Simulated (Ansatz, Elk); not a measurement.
## How far do independent atoms describe CuPb2SO2?

Structure refinements treat a crystal as free atoms side by side. For a made-up structure of CuPb2SO2 (cell and positions from a PBE relaxation) the runs below show what the calculated density changes in F(hkl).

Calculated with Elk 11.2.3 (patched build); DFT, PBE, all-electron APW+lo, Dirac cores, scalar-relativistic bands, static density, no spin.

This account leaves out most program logs.

The structure was built from a prototype and need not be the compound's stable phase.

**1. Set-up**

The structure is tetragonal, space group P4/mmm (No. 123). Conventional cell: a = 3.932 Å, b = 3.932 Å, c = 6.843 Å, α = 90.00°, β = 90.00°, γ = 90.00°. Nearest to Pb lie 4 O at 2.63 Å and 4 S at 3.24 Å and 4 Cu at 3.29 Å. Nearest to Cu lie 4 O at 1.97 Å. S has 8 Pb at 3.24 Å nearest. Nearest to O lie 2 Cu at 1.97 Å and 4 Pb at 2.63 Å. Farther neighbours and most contacts between anions are not listed.

**2. Ground state and structure factors**

An all-electron density is needed, since X-rays see the cores too. Task 0 finds the density and task 195 Fourier-transforms it; tshift is off so that phases refer to the origin typed.

elk.in reads:

```
tasks
  0
  195

xctype
  20

spinpol
  .false.

rgkmax
  7.0

gmaxvr
  14.0

lmaxo
  7

lmaxapw
  8

swidth
  0.002

tshift
  .false.

ramdisk
  .false.

hmaxvr
  5.5

maxscl
  120

epspot
  1e-06

sppath
  './'

avec
  7.43106226414 -0.00000000000 0.00000000000
  -0.00000000000 7.43106226414 0.00000000000
  0.00000000000 0.00000000000 12.93053812996

atoms
  4
  'Pb.in'
  2
  0.5000000000 0.5000000000 0.2443408592   0.000000 0.000000 0.000000
  0.5000000000 0.5000000000 0.7556591408   0.000000 0.000000 0.000000
  'Cu.in'
  1
  -0.0000000000 -0.0000000000 0.5000000000   0.000000 0.000000 0.000000
  'S.in'
  1
  0.0000000000 0.0000000000 0.0000000000   0.000000 0.000000 0.000000
  'O.in'
  2
  0.5000000000 0.0000000000 0.5000000000   0.000000 0.000000 0.000000
  -0.0000000000 0.5000000000 0.5000000000   0.000000 0.000000 0.000000

ngridk
  6 6 4
```

Command:

```console
OMP_NUM_THREADS=4 elk
```

Elapsed: 66 s, on 4 threads of Arm Neoverse V2, shared host; peak memory 0.27 GiB; 3.1 min of CPU time.

SFACRHO.OUT:

```text

h k l indices transformed by vhmat matrix:
   1.000000000       0.000000000       0.000000000    
   0.000000000       1.000000000       0.000000000    
   0.000000000       0.000000000       1.000000000    

      h      k      l  multipl.   |H|            Re(F)            Im(F)           |F|

      0      0      0      1   0.0000000       225.00000     -0.75582164E-16   225.00000    
      0      0     -1      2  0.48591832      -22.443433     -0.20351880E-13   22.443433    
      1      0      0      4  0.84552990      -111.22852      0.86829394E-13   111.22852    
      0      0      2      2  0.97183663      -95.525677     -0.38843214E-13   95.525677    
      0      1     -1      8  0.97521147      -17.594551     -0.17454476E-13   17.594551    
     -1      1      0      4   1.1957598       165.63964     -0.83172184E-14   165.63964    
      0      1      2      8   1.2881721       174.45955     -0.84336782E-13   174.45955    
     -1     -1     -1      8   1.2907200       4.7967058      0.72465093E-14   4.7967058    
      0      0     -3      2   1.4577549      -37.287906     -0.66134014E-13   37.287906    
      1     -1      2      8   1.5408790      -111.79111     -0.44258862E-13   111.79111    
     -1      0     -3      8   1.6852211       2.5667771     -0.34741044E-13   2.5667771    
      0     -2      0      4   1.6910598       171.18396      0.15300242E-12   171.18396    
      0      2      1      8   1.7594885      -16.088246      0.13071474E-13   16.088246    
     -1      1      3      8   1.8854419      -15.692753      0.29775413E-13   15.692753    
      2      1      0      8   1.8906623      -96.288307      0.26758628E-12   96.288307    
      0      0      4      2   1.9436733       160.62184     -0.62928509E-13   160.62184    
      0      2     -2      8   1.9504229      -86.753683      0.16664988E-12   86.753683    
     -2      1     -1     16   1.9521067      -15.320812     -0.20419773E-13   15.320812
```

Elk indexes on the primitive cell of elk.in and gives |H| = 4π sin θ/λ in inverse bohr. Below, one row stands for each form hkl of the conventional cell (m members, Friedel mates merged), F is for one primitive cell and the density is static (no thermal factor). Free-atom factors are Waasmaier and Kirfel's, and R is Σm||F|−|F'||/Σm|F|.

```csv
hkl,m,sin θ/λ (Å⁻¹),"abs F, DFT",neutral atoms,diff.
001,2,0.073,22.443,22.455,-0.011
100,4,0.127,111.228,111.510,-0.282
002,2,0.146,95.526,96.266,-0.740
101,8,0.147,17.595,18.049,-0.454
110,4,0.180,165.640,166.395,-0.755
102,8,0.194,174.460,174.791,-0.331
111,8,0.194,4.797,3.937,+0.860
003,2,0.219,37.288,37.291,-0.003
112,8,0.232,111.791,111.105,+0.686
103,8,0.253,2.567,2.183,+0.384
200,4,0.254,171.184,171.237,-0.053
201,8,0.265,16.088,16.116,-0.028
113,8,0.283,15.693,15.942,-0.249
210,8,0.284,96.288,96.030,+0.258
004,2,0.292,160.622,161.002,-0.380
202,8,0.293,86.754,86.481,+0.273
211,16,0.294,15.321,15.389,-0.068
104,8,0.319,91.813,91.483,+0.330
```

**3. The highest occupied states alone**

An energy window below the Fermi level keeps the highest occupied states, to see at which angles they scatter; shallow core shells can lie inside it and anion s states outside. No new self-consistency is needed.

Edit elk.in of step 2 so:

```diff
@@ -1,3 +1,2 @@
 tasks
-  0
   195
@@ -40,2 +39,5 @@
 
+wsfac
+  -0.351870 0.499370
+
 sppath
```

Command:

```console
OMP_NUM_THREADS=4 elk
```

Elapsed: 18 s, on 4 threads; peak memory 0.16 GiB.

States within 15 eV below the Fermi level hold 33.00 electrons; any levels below the window count with the cores. Their amplitudes can exceed the total, where window and core parts have opposite phase:

```csv
hkl,sin θ/λ (Å⁻¹),"abs F, window","abs F, all"
001,0.073,12.328,22.443
100,0.127,9.726,111.228
002,0.146,16.102,95.526
101,0.147,4.914,17.595
110,0.180,4.451,165.640
102,0.194,9.311,174.460
111,0.194,0.624,4.797
003,0.219,9.837,37.288
112,0.232,2.346,111.791
103,0.253,4.695,2.567
```

**4. Another functional**

The difference from free atoms is small, so it is set against the change that LDA (Perdew-Wang) makes.

Edit elk.in of step 3 so:

```diff
@@ -1,2 +1,3 @@
 tasks
+  0
   195
@@ -4,3 +5,3 @@
 xctype
-  20
+  3
 
@@ -39,5 +40,2 @@
 
-wsfac
-  -0.351870 0.499370
-
 sppath
```

Command:

```console
OMP_NUM_THREADS=4 elk
```

The job ended after 41 s (4 threads; peak memory 0.2 GiB).

Against the first run R = 0.03 %; the largest change is -0.079 at 200.

**5. Basis size**

The basis and the expansions that go with it are enlarged, to see whether the differences are converged.

Edit elk.in of step 4 so:

```diff
@@ -5,3 +5,3 @@
 xctype
-  3
+  20
 
@@ -11,12 +11,12 @@
 rgkmax
-  7.0
+  8.5
 
 gmaxvr
-  14.0
+  18.0
 
 lmaxo
-  7
+  9
 
 lmaxapw
-  8
+  10
```

Command:

```console
OMP_NUM_THREADS=4 elk
```

Wall time 2.9 min (4 threads); peak memory 0.49 GiB; 8.7 min of CPU time.

Against the first run R = 0.02 %; the largest change is +0.033 at 220.

**6. Settings against the effect**

```csv
run,R against the first run (%),"R against neutral atoms, low angle (%)",wall time
"PBE, rgkmax 7",0.00,0.52,66 s
LDA (Perdew-Wang),0.03,0.52,41 s
rgkmax 8.5 with larger expansions,0.02,0.52,2.9 min
```

**7. Outcome**

```json
{
  "R against neutral atoms, sin θ/λ < 0.3 Å⁻¹": "0.52 %",
  "R against neutral atoms, 0.3 to 0.75 Å⁻¹": "0.14 %"
}
```

In words: Independent neutral atoms miss the calculated amplitudes by R = 0.52 % below 0.3 Å⁻¹ and 0.14 % from there to 0.75 Å⁻¹; by shells, 0.76 % below 0.15 Å⁻¹ (4 forms), 0.49 % 0.15 to 0.3 (13 forms), 0.16 % 0.3 to 0.45 (23 forms), 0.14 % above 0.45 (109 forms). Bonding, aspherical density and the tables' own atoms all enter these figures, and the runs don't part them. The largest change of an amplitude is +0.86 electrons, at 111. Weak lines can change much in proportion: 111 goes from 3.94 to 4.80. The window's part falls from 33.0 electrons at the origin to at most 3.44 between 0.45 and 0.75 Å⁻¹, where compact states inside the window still scatter. Below 0.3 Å⁻¹ the changes that finished (LDA (Perdew-Wang) and rgkmax 8.5 with larger expansions) move F by R = 0.05 % at most, against the 0.52 % that separates it from free atoms. The k-mesh has no finished test. These runs have no spin, though d or f shells may be open. The electron count is odd, so without spin the run is a metal by force. Spin-orbit coupling is left out, which can matter for elements this heavy. Part of the difference isn't bonding: the tables are fits to free atoms and ions calculated by other methods than this functional. Thermal motion, anomalous dispersion and extinction are left out.

[Logs are printed without paths, hosts, clocks, repeated set-up lines and the standing remarks that a program may print on its own settings, such as how far it seeks lower states.]

[Hosts, paths, dates, database ids (printed as entryN), source tags and the programs' standing remarks are cut or masked in the printed files.]
